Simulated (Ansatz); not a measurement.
**SrO (Fm-3m): lattice thermal conductivity**

Aim: the lattice thermal conductivity of SrO against temperature, and which phonons carry it.

Measurements to reproduce:
- thermal conductivity 12 W/m/K near room temperature (given in “Combining the AFLOW GIBBS and Elastic Libraries to efficiently and robustly screen thermo-mechanical properties of solids”, 2017, arXiv:1611.05714)
- thermal conductivity 12 W/m/K near room temperature (given in “Predicting the lattice thermal conductivity of solids by solving the Boltzmann transport equation: AFLOW - AAPL an automated, accurate and efficient framework”, 2017, arXiv:1611.05481)

Program: Ansatz 0.2.0. Level of theory: DFT r2SCAN, scalar-relativistic, plane waves, PAW; PAW set soft_1. Results are calculated unless marked as measured.

The database entry behind the starting cell differs from later determinations by our own check (about 0.5 % short), so it need not match the best structure at ambient conditions.

### 1. The structure

Symmetry: Fm-3m, No. 225, cubic system. The conventional cell has a = 5.133 Å, b = 5.133 Å, c = 5.133 Å, α = 90.00°, β = 90.00°, γ = 90.00°. Sr has 6 O at 2.57 Å nearest. Nearest to O lie 6 Sr at 2.57 Å. Farther neighbours and most contacts between anions are not listed.

### 2. A first coarse run

Before spending time, one coarse run tells the gap and the pressure of the starting cell.

input.yaml

```yaml
crystal:
  lattice:
    - [0.0, 2.5663, 2.5663]
    - [2.5663, 0.0, 2.5663]
    - [2.5663, 2.5663, 0.0]
  atoms:
    - { symbol: Sr, position: [0.5, 0.5, 0.5] }
    - { symbol: O, position: [0.0, 0.0, 0.0] }
kpoints:
  mp_grid: { grid: [6, 6, 6] }
hamiltonian:
  xc: r2scan
  pseudopotentials: { kind: paw, azcp: { folder: soft_1 } }
scf:
  occupations: { method: gaussian, width: 0.1 }
  lower_state_search: "off"
output:
  forces: true
  stress: true
  eigenvalues: true
```

Launch:

```console
$ ansatz run input.yaml --threads 18 --pin off --max-ram 92160MiB --backend cuda --events-out ev --progress --plain --runs-dir out --max-vram 78GiB
```

Numbers of over 12 decimals in the logs are rounded to 6 here.

Output:

```text
Engine: ansatz 0.2.0, aarch64-unknown-linux-gnu
Pseudopotentials: kind: paw
Pseudopotential: Sr, paw, valence charge 10, recommended cutoff 500 eV (meta_gga), soft_1/Sr.paw.azcp
Pseudopotential: O, paw, valence charge 6, recommended cutoff 500 eV (meta_gga), soft_1/O.paw.azcp
Functional definition: r2SCAN
  parameter k0 = 0.174
  parameter k1 = 0.065
  parameter a1 = 4.9479
  exchange = r2scan_x(k0 = k0, k1 = k1, a1 = a1)
  correlation = r2scan_c
device memory: the entry about to start is reckoned to put 0.7 GiB on a device that reports 157.4 GiB free (of which the cap on the GPU budget leaves the run 78.0 GiB)
GPU FFT provider: cuFFT
GPU libraries: cuBLAS 13.8.1, cuFFT 12.4.0, cuSOLVER 12.3.2
GPU matrix products: emulated (plane waves: as basis.precision tells), large ones in fixed point in workspaces of 1.00 GiB
Crystal: 2 atoms, lattice volume = 33.803 Å³
Basis set: ecut = 500 eV, 869 PW (Γ), exchange–correlation on 108×108×108 points (64 copies of the dense FFT grid, shifted against one another)
Bands: 12, of which v1, the nominal top of the filled ones, is band 8 counted from 1 (7 counted from 0)
Symmetry: 48 space group operations
Space group: Fm-3m (ITA 225), of the structure as read, at distance tolerance 3.2e-5 Å
k-points: 16 of 216
Non-local potential: Sr, projectors of the file, l = 0: 3, l = 1: 2, l = 2: 2
Non-local potential: O, projectors of the file, l = 0: 2, l = 1: 2, l = 2: 1
PAW form: soft (Blöchl's): semilocal exchange-correlation on the pseudo side does not see the compensation charge
PAW frozen core: Sr, regenerated for the run's functional (the file was generated under x = pbe(κ = 0.804, μ = 0.219515), c = pbe(β = 0.066725))
PAW frozen core: O, regenerated for the run's functional (the file was generated under x = pbe(κ = 0.804, μ = 0.219515), c = pbe(β = 0.066725))
PAW one-centre angular grid: Sr, 302 points (default); XC on 160 Gauss nodes
PAW one-centre angular grid: O, 302 points (default); XC on 160 Gauss nodes
Initial density: superposition of atomic densities (chi_scale 0.1, normalization cell, long waves kept (reshape's long-wave potential 0.00 eV rms))
Initial wavefunctions: pseudopotential atomic-orbital guess
GPU buffer pool allocated for 19683 grid points (all kernels)
GPU transforms: local potential: pruned to the plane-wave sphere, on 25×27×27; band sums: pruned to the plane-wave sphere, on 27×27×27
Functional: x = r2scan, c = r2scan; τ floored in thin density (d = 2e-4 eV/Å³)
SCF iter   1: F=-4126.316397 eV  HF=-4127.058819 eV  |F-HF|=7.42e-1  |Δ(HF+E_count)|=         —  Δρ=7.40e-2  dr2=1.44e0  dr2_τ=6.87e-2  ethr=3.10e-3  ⟨swp⟩=8.2  Hψ=1605  notcnv=0
preconditioner: auto → none  [insulator: Δε(μ)=2.642 eV  Ē_g=16.975 eV  σ=0.100 eV  W_gap=1.00  n_scr=8 (ndim 8)  ℏωp=23.9 eV  f_vac=0.000  D(μ)=0.00/eV (n_scr^D=0)  ε∞_Penn≈3.0]
SCF iter   2: F=-4126.592915 eV  HF=-4127.211889 eV  |F-HF|=6.19e-1  |Δ(HF+E_count)|=   1.53e-1  Δρ=4.91e-2  dr2=9.24e-1  dr2_τ=1.04e-1  ethr=3.10e-3  ⟨swp⟩=2.9  Hψ=590  notcnv=0
SCF iter   3: F=-4127.063635 eV  HF=-4127.037275 eV  |F-HF|=2.64e-2  |Δ(HF+E_count)|=   1.75e-1  Δρ=1.63e-2  dr2=6.52e-2  dr2_τ=6.23e-3  ethr=3.10e-3  ⟨swp⟩=2.1  Hψ=368  notcnv=0
SCF iter   4: F=-4127.068587 eV  HF=-4127.068409 eV  |F-HF|=1.78e-4  |Δ(HF+E_count)|=   3.11e-2  Δρ=3.29e-3  dr2=2.35e-3  dr2_τ=9.87e-4  ethr=4.07e-4  ⟨swp⟩=3.0  Hψ=432  notcnv=0
SCF iter   5: F=-4127.069419 eV  HF=-4127.069397 eV  |F-HF|=2.15e-5  |Δ(HF+E_count)|=   9.88e-4  Δρ=4.31e-4  dr2=2.33e-5  dr2_τ=7.10e-6  ethr=1.47e-5  ⟨swp⟩=2.2  Hψ=321  notcnv=0
SCF iter   6: F=-4127.069396 eV  HF=-4127.069401 eV  |F-HF|=4.63e-6  |Δ(HF+E_count)|=   3.92e-6  Δρ=1.35e-4  dr2=5.48e-6  dr2_τ=4.13e-7  ethr=1.46e-7  ⟨swp⟩=3.0  Hψ=323  notcnv=0
SCF iter   7: F=-4127.069400 eV  HF=-4127.069400 eV  |F-HF|=6.24e-9  |Δ(HF+E_count)|=   1.20e-6  Δρ=9.62e-6  dr2=1.67e-8  dr2_τ=2.35e-9  ethr=6.25e-10  ⟨swp⟩=5.9  Hψ=1197  notcnv=0
SCF 1 converged in 7 iterations: F = -4127.069400 eV  dr2 = 1.67e-8
  greatest PAW one-centre occupation: 0.989 electrons in one spin orbital (limit 2), on the Sr atom at site 0 (counted from 0), in its partial waves of l = 0
SCF converged after 7 iterations
Free energy (F): -4127.069400 eV
Harris-Foulkes:  -4127.069400 eV  (|F-HF|=6.24e-9)
Internal energy: -4127.069400 eV  (E = F + TS)
E sigma→0 (E₀):  -4127.069400 eV
Fermi energy:    9.587480 eV
--- Per-component energies (eV) ---
  E_band       = -67.971924
  E_kinetic    = 406.187985
  E_local      = -879.255989  (includes V_loc(G=0)·N_el)
  E_nonlocal   = 284.365803
  E_hartree    = 234.557397
  E_xc         = -238.279449
  E_vxc        = -276.069221  (∫ρ·V_xc dr)
  E_paw        = -2876.350210  (= ΣΔE_a)
  E_vpaw       = -88.119296  (= ΣTr[D̂ρ^β])
  E_aug_tail   = 0.000261  (compensation charges beyond the density's cutoff)
  E_vtau       = 15.801160  (kinetic-family band-sum trace: ∫τ·v_τ [+ j·A + Jᵃ·Aᵃ] dr)
  E_ewald      = -1058.117221
  E_core_change = -0.177977  (= ΣΔE_core)
  E_smearing   = -0.000000  (= −TS)
  E_closure    = -0.000000  (closes the sum)
  Σ components = -4127.069400   (vs F -4127.069400, Δ=0.00e0)
--- Forces (eV/Å), atoms counted from 1 ---
  atom   1  Sr     0.00000000     0.00000000    -0.00000000
  atom   2  O      0.00000000     0.00000000    -0.00000000
  max |Σ_I F_I| component: 1.07e-24 eV/Å
--- Stress (GPa, compression-positive) ---
        1.564080      -0.000000       0.000000
       -0.000000       1.564080       0.000000
        0.000000       0.000000       1.564080
  P = ⅓ Tr σ = 1.5641 GPa (15.641 kbar)
--- Band table (eV; the first three rows and the last of 16) ---
  k-point 0: bands = [... 4 lower, -6.6387, 7.6915, 7.6915, 7.6915, 12.4001, 14.5436, 14.5436, 14.5436]
  k-point 1: bands = [... 4 lower, -6.2866, 7.0103, 7.3736, 7.3736, 13.5400, 14.3061, 15.0872, 15.0872]
  k-point 2: bands = [... 4 lower, -5.8329, 6.0046, 6.8226, 6.8226, 14.4758, 15.6857, 16.4172, 16.4172]
  k-point 15: bands = [... 4 lower, -6.3737, 6.8312, 7.2758, 7.3918, 12.8812, 15.9059, 16.9649, 19.5461]
```

The job ended after 0.85 s (1 × NVIDIA GB200 with 18 threads of Arm Neoverse V2, shared host; peak memory 1 GiB; 1.6 s of CPU time).

Reading the cycles: dr2 is the Hartree energy of the density residual (eV), the measure of convergence; HF is the Harris–Foulkes estimate of the energy, which meets the free energy F at convergence.

A gap read on the k-mesh alone can miss the band edges.

Numbers from this step:

```yaml
pressure: 1.564 GPa
gap_on_the_k_mesh: 3.792 eV
volume_per_atom: 16.90 Å³/atom
```

The start is under 1.6 GPa at this level and looks like an insulator or semiconductor on this mesh.

### 3. Finding the static equilibrium

The vibrations must be taken about the equilibrium of this functional, not about the starting cell, so the structure is relaxed.

input.yaml, the sections that differ from step 2:

```yaml
kpoints:
  mp_grid: { grid: [8, 8, 8] }
scf:
  occupations: { method: gaussian, width: 0.02 }
  lower_state_search: "off"
relax:
  adjacent_minimum: "off"
  f_tol: 0.005
  max_steps: 80
  cell: { stress_tol: 0.05 }
# crystal, hamiltonian, output: as in step 2
```

Output:

```text
[...]
Crystal: 2 atoms, lattice volume = 33.803 Å³
Basis set: ecut = 500 eV, 869 PW (Γ), exchange–correlation on 108×108×108 points (64 copies of the dense FFT grid, shifted against one another)
Bands: 12, of which v1, the nominal top of the filled ones, is band 8 counted from 1 (7 counted from 0)
Symmetry: 48 space group operations
[...]
k-points: 29 of 512
[...]
SCF iter   1: F=-4126.314374 eV  HF=-4127.058993 eV  |F-HF|=7.45e-1  |Δ(HF+E_count)|=         —  Δρ=7.41e-2  dr2=1.44e0  dr2_τ=6.90e-2  ethr=3.10e-3  ⟨swp⟩=10.0  Hψ=3095  notcnv=0
[...]
SCF iter   2: F=-4126.591384 eV  HF=-4127.212464 eV  |F-HF|=6.21e-1  |Δ(HF+E_count)|=   1.53e-1  Δρ=4.92e-2  dr2=9.26e-1  dr2_τ=1.04e-1  ethr=3.10e-3  ⟨swp⟩=2.9  Hψ=1063  notcnv=0
[...]
SCF iter   7: F=-4127.069471 eV  HF=-4127.069471 eV  |F-HF|=1.42e-9  |Δ(HF+E_count)|=   1.38e-6  Δρ=8.67e-6  dr2=8.98e-9  dr2_τ=1.93e-9  ethr=6.25e-10  ⟨swp⟩=5.7  Hψ=2133  notcnv=0
SCF 1 converged in 7 iterations: F = -4127.069471 eV  dr2 = 8.98e-9
[...]
relax step   1: F+E_penalty+E_count = -4127.06947099 eV  Δ(F+E_penalty+E_count) = +0.000e0 eV  max|allowed force component| = 1.439e-24 eV/Å  Δτ_max = 0.0000 Å  P = +1.563 GPa  Ω = 33.803 Å³  (7 SCF iters, dr2 threshold 1.00e-7 eV, accepted)
[...]
Crystal: 2 atoms, lattice volume = 34.908 Å³
Basis set: ecut = 500 eV, 893 PW (Γ), exchange–correlation on 108×108×108 points (64 copies of the dense FFT grid, shifted against one another)
[...]
iter 1 solved again at ethr=3.88e-6 eV; its pass at ethr=3.10e-3 eV (dr2=6.20e-4 eV) is discarded
[...]
SCF iter   2: F=-4127.069264 eV  HF=-4127.069321 eV  |F-HF|=5.72e-5  |Δ(HF+E_count)|=   1.34e-2  Δρ=6.53e-4  dr2=1.42e-4  dr2_τ=2.10e-5  ethr=3.54e-6  ⟨swp⟩=2.6  Hψ=832  notcnv=0
[...]
SCF iter   6: F=-4127.069302 eV  HF=-4127.069302 eV  |F-HF|=9.70e-10  |Δ(HF+E_count)|=   7.20e-8  Δρ=3.64e-6  dr2=1.76e-9  dr2_τ=4.35e-10  ethr=1.25e-9  ⟨swp⟩=6.1  Hψ=2044  notcnv=0
SCF 2 converged in 6 iterations: F = -4127.069302 eV  dr2 = 1.76e-9
relax step   2: F+E_penalty+E_count = -4127.06930235 eV  Δ(F+E_penalty+E_count) = +1.686e-4 eV  max|allowed force component| = 1.179e-25 eV/Å  Δτ_max = 0.0000 Å  P = -1.445 GPa  Ω = 34.908 Å³  energy of the carried Pulay correction = -2.715e-4 eV  (6 SCF iters, dr2 threshold 2.00e-7 eV, accepted)
[...]
Crystal: 2 atoms, lattice volume = 34.368 Å³
[...]
SCF iter   5: F=-4127.071973 eV  HF=-4127.071973 eV  |F-HF|=1.30e-8  |Δ(HF+E_count)|=   1.28e-7  Δρ=9.07e-6  dr2=1.65e-8  dr2_τ=7.35e-9  ethr=1.25e-9  ⟨swp⟩=6.1  Hψ=2069  notcnv=0
SCF 3 converged in 5 iterations: F = -4127.071973 eV  dr2 = 1.65e-8
relax step   3: F+E_penalty+E_count = -4127.07197334 eV  Δ(F+E_penalty+E_count) = -2.671e-3 eV  max|allowed force component| = 9.451e-26 eV/Å  Δτ_max = 0.0000 Å  P = -0.042 GPa  Ω = 34.368 Å³  energy of the carried Pulay correction = -1.400e-4 eV  (5 SCF iters, dr2 threshold 2.00e-7 eV, accepted)
[...]
SCF iter   1: F=-4127.072147 eV  HF=-4127.072146 eV  |F-HF|=4.30e-7  |Δ(HF+E_count)|=         —  Δρ=3.37e-5  dr2=4.83e-8  dr2_τ=1.18e-7  ethr=1.34e-7  ⟨swp⟩=4.1  Hψ=4348  notcnv=0
[...]
SCF iter   2: F=-4127.072099 eV  HF=-4127.072098 eV  |F-HF|=8.33e-8  |Δ(HF+E_count)|=   4.78e-5  Δρ=1.72e-5  dr2=1.12e-8  dr2_τ=1.72e-8  ethr=3.02e-10  ⟨swp⟩=3.2  Hψ=722  notcnv=0
[...]
SCF iter   5: F=-4127.072099 eV  HF=-4127.072099 eV  |F-HF|=1.09e-11  |Δ(HF+E_count)|=  1.66e-10  Δρ=2.18e-7  dr2=3.19e-12  dr2_τ=3.59e-12  ethr=1.00e-12  ⟨swp⟩=7.8  Hψ=2315  notcnv=0
SCF 4 converged in 5 iterations: F = -4127.072099 eV  dr2 = 3.19e-12
relax step   4: F+E_penalty+E_count = -4127.07209852 eV  Δ(F+E_penalty+E_count) = -1.252e-4 eV  max|allowed force component| = 1.111e-27 eV/Å  Δτ_max = 0.0000 Å  P = -0.045 GPa  Ω = 34.368 Å³  stress off target by 4.52e-2 GPa  SCF on the basis re-selected at this cell (its energy is not comparable with the rows above)  (5 SCF iters)
basis re-selected at this cell: Δ(F+E_penalty+E_count) = -1.252e-4 eV, ΔP = -0.003 GPa vs the last step (what re-selecting the basis moved, of the pressure what is left beyond the Pulay correction that the steps carried, after the strain that the cell walked since its last selection, with what the two solves' SCF thresholds leave and, on support functions, any second-order correction that the steps lacked; it is no m [...]
SCF converged after 5 iterations
Free energy (F): -4127.072099 eV
[...]
Internal energy: -4127.072099 eV  (E = F + TS)
E sigma→0 (E₀):  -4127.072099 eV
Fermi energy:    9.410371 eV
[...]
--- Stress (GPa, compression-positive) ---
       -0.045192      -0.000000      -0.000000
       -0.000000      -0.045192      -0.000000
       -0.000000      -0.000000      -0.045192
  P = ⅓ Tr σ = -0.0452 GPa (-0.452 kbar)
--- Band table (eV; the first three rows and the last of 29) ---
  k-point 0: bands = [... 4 lower, -6.8981, 7.5109, 7.5109, 7.5109, 12.0943, 14.3235, 14.3235, 14.3235]
  k-point 1: bands = [... 4 lower, -6.6743, 7.0924, 7.3264, 7.3264, 12.7742, 14.1486, 14.6288, 14.6288]
  k-point 2: bands = [... 4 lower, -6.2989, 6.3044, 6.9234, 6.9234, 14.0417, 14.3170, 15.4606, 15.4606]
  k-point 28: bands = [... 4 lower, -6.4641, 6.4323, 7.0984, 7.0984, 14.0642, 14.0642, 16.8155, 19.2320]
--- Relaxed structure (3 steps of the walk, 3 accepted, 1 SCFs on fresh bases) ---
  F+E_penalty+E_count = -4127.07209852 eV   max|allowed force component| = 1.111e-27 eV/Å   (the final SCF, on the basis selected at the relaxed cell)
  cell:  # Å, volume = 34.3684 Å³
    - [0, 2.580534, 2.580534]
    - [2.580534, 0, 2.580534]
    - [2.580534, 2.580534, 0]
  atoms:
    - { symbol: Sr, position: [0.5, 0.5, 0.5] }
    - { symbol: O, position: [0, 0, 0] }
```

Run time: 2.6 s. Hardware: 1 × NVIDIA GB200 with 18 threads; peak memory 1.1 GiB; 5.1 s of CPU time.

Step by step:

| step | energy less that of the first step (eV) | largest force component (eV/Å) | pressure (GPa) | volume (Å³) |
| --- | --- | --- | --- | --- |
| 1 | 0.0000 | 0.0000 | 1.56 | 33.80 |
| 2 | 0.0002 | 0.0000 | -1.45 | 34.91 |
| 3 | -0.0025 | 0.0000 | -0.04 | 34.37 |
| 4* | -0.0026 | 0.0000 | -0.05 | 34.37 |

Relaxation steps marked * repeat the geometry before them on a plane-wave basis chosen anew for their cell, so energy and pressure can jump there.

The run keeps the 48 symmetry operations that it works with, so distortions that break them were not tested.

| conventional cell, symmetrised | before | after | change |
| --- | --- | --- | --- |
| a (Å) | 5.133 | 5.161 | +0.6 % |
| b (Å) | 5.133 | 5.161 | +0.6 % |
| c (Å) | 5.133 | 5.161 | +0.6 % |
| volume (Å³/atom) | 16.90 | 17.18 | +1.7 % |

Final coordinates:

```
Sr O
1.0
     0.00000    2.58053    2.58053
     2.58053    0.00000    2.58053
     2.58053    2.58053    0.00000
Sr O
1 1
Direct
  0.50000 0.50000 0.50000
  0.00000 0.00000 0.00000
```

Numbers from this step:

* pressure: -0.04519 GPa
* gap on the k-mesh: 3.799 eV
* volume per atom: 17.18 Å³/atom

The relaxation ends with a pressure of -0.05 GPa.

### 4. Relaxing to small residual forces and stress

The relaxation is repeated with tighter thresholds on force and stress, since phonons are sensitive to what is left; a change of mesh or smearing in the input moves the cell too.

input.yaml, the sections that differ from step 3:

```yaml
crystal:
  lattice:
    - [0.0, 2.5805339751, 2.5805339751]
    - [2.5805339751, 0.0, 2.5805339751]
    - [2.5805339751, 2.5805339751, 0.0]
  atoms:
    - { symbol: Sr, position: [0.5, 0.5, 0.5] }
    - { symbol: O, position: [0.0, 0.0, 0.0] }
kpoints:
  mp_grid: { grid: [9, 9, 9] }
scf:
  occupations: { method: fixed }
  lower_state_search: "off"
relax:
  adjacent_minimum: "off"
  f_tol: 0.001
  max_steps: 60
  cell: { stress_tol: 0.01 }
# hamiltonian, output: as in step 3
```

Output:

```text
[...]
Crystal: 2 atoms, lattice volume = 34.368 Å³
Basis set: ecut = 500 eV, 893 PW (Γ), exchange–correlation on 108×108×108 points (64 copies of the dense FFT grid, shifted against one another)
Bands: 12, of which v1, the nominal top of the filled ones, is band 8 counted from 1 (7 counted from 0)
Symmetry: 48 space group operations
[...]
k-point 34: bands = [... 4 lower, -6.4580, 6.4241, 6.9992, 7.1244, 13.6169, 14.6458, 16.8751, 18.9717]
--- Relaxed structure (3 steps of the walk, 2 accepted, 1 SCFs on fresh bases) ---
[...]
cell:  # Å, volume = 34.3516 Å³
    - [0, 2.580115, 2.580115]
    - [2.580115, 0, 2.580115]
    - [2.580115, 2.580115, 0]
  atoms:
    - { symbol: Sr, position: [0.5, 0.5, 0.5] }
    - { symbol: O, position: [0, 0, 0] }
[key lines of the parts left out:]
SCF converged after 5 iterations
Free energy (F): -4127.072103 eV
Fermi energy:    7.516124 eV
P = ⅓ Tr σ = 0.0003 GPa (0.003 kbar)
```

Run time: 2.5 s. Hardware: 1 × NVIDIA GB200 with 18 threads; peak memory 1 GiB.

Little changed from the start: no atom moved by 0.005 Å and no cell edge by 0.1 %.

Numbers from this step:

```
pressure          : 2.98e-4 GPa
gap on the k-mesh : 3.857 eV
```

The residual pressure is 3.0e-4 GPa, small enough for phonons.

### 5. An input with a fault

This input was changed on purpose, to see how the program answers.

input.yaml

```yaml
crystal:
  lattice:
    - [0.0, 2.5801148537, 2.5801148537]
    - [2.5801148537, 0.0, 2.5801148537]
    - [2.5801148537, 2.5801148537, 0.0]
  atoms:
    - { symbol: Sr, position: [0.5, 0.5, 0.5] }
    - { symbol: O, position: [0.0, 0.0, 0.0] }
kpoints:
  mp_grid: { grid: [8, 8, 8] }
hamiltonian:
  xc: r2scan
  pseudopotentials: { kind: paw, azcp: { folder: soft_1 } }
scf:
  occupations: { method: fixed }
  lower_state_search: "off"
  max_iter: 100
output:
  eigenvalues: true
phonons:
  supercell: [2, 2, 2]
  dielectric: false
  third_order: { supercell: [2, 2, 2], pair_cutoff: 2.73 }
  lattice_thermal_conductivity:
    qmesh: [11, 11, 11]
    temperatures: [300]
    isotope_mass_variance:
      - { species: O, variance: -0.0001 }
      - { species: Sr, variance: -0.0001 }
```

Output:

```text
Error: 2 input errors — fix all and re-run
  1. invalid value for `phonons.lattice_thermal_conductivity.isotope_mass_variance[].variance`: must be finite and ≥ 0; got -0.0001
  2. invalid value for `phonons.lattice_thermal_conductivity.isotope_mass_variance[].variance`: must be finite and ≥ 0; got -0.0001
```

Elapsed: 0.03 s, on 18 threads; peak memory 0.035 GiB.

The input was rejected at the start.

The program's message: “Error: 2 input errors — fix all and re-run
  1. invalid value for `phonons.lattice_thermal_conductivity.isotope_mass_variance[].variance`: must be finite and ≥ 0; got -0.0001
  2. invalid value for `p …”

The fault put into the input: a negative mass variance.

(Continued in part 2 of 3.)

[Logs are printed without paths, hosts, clocks, repeated set-up lines and the standing remarks that a program may print on its own settings, such as how far it seeks lower states.]

[Hosts, paths, dates, database ids (printed as entryN), source tags and the programs' standing remarks are cut or masked in the printed files.]

[A step with changed settings may run another functional than the one named; its input shows which.]
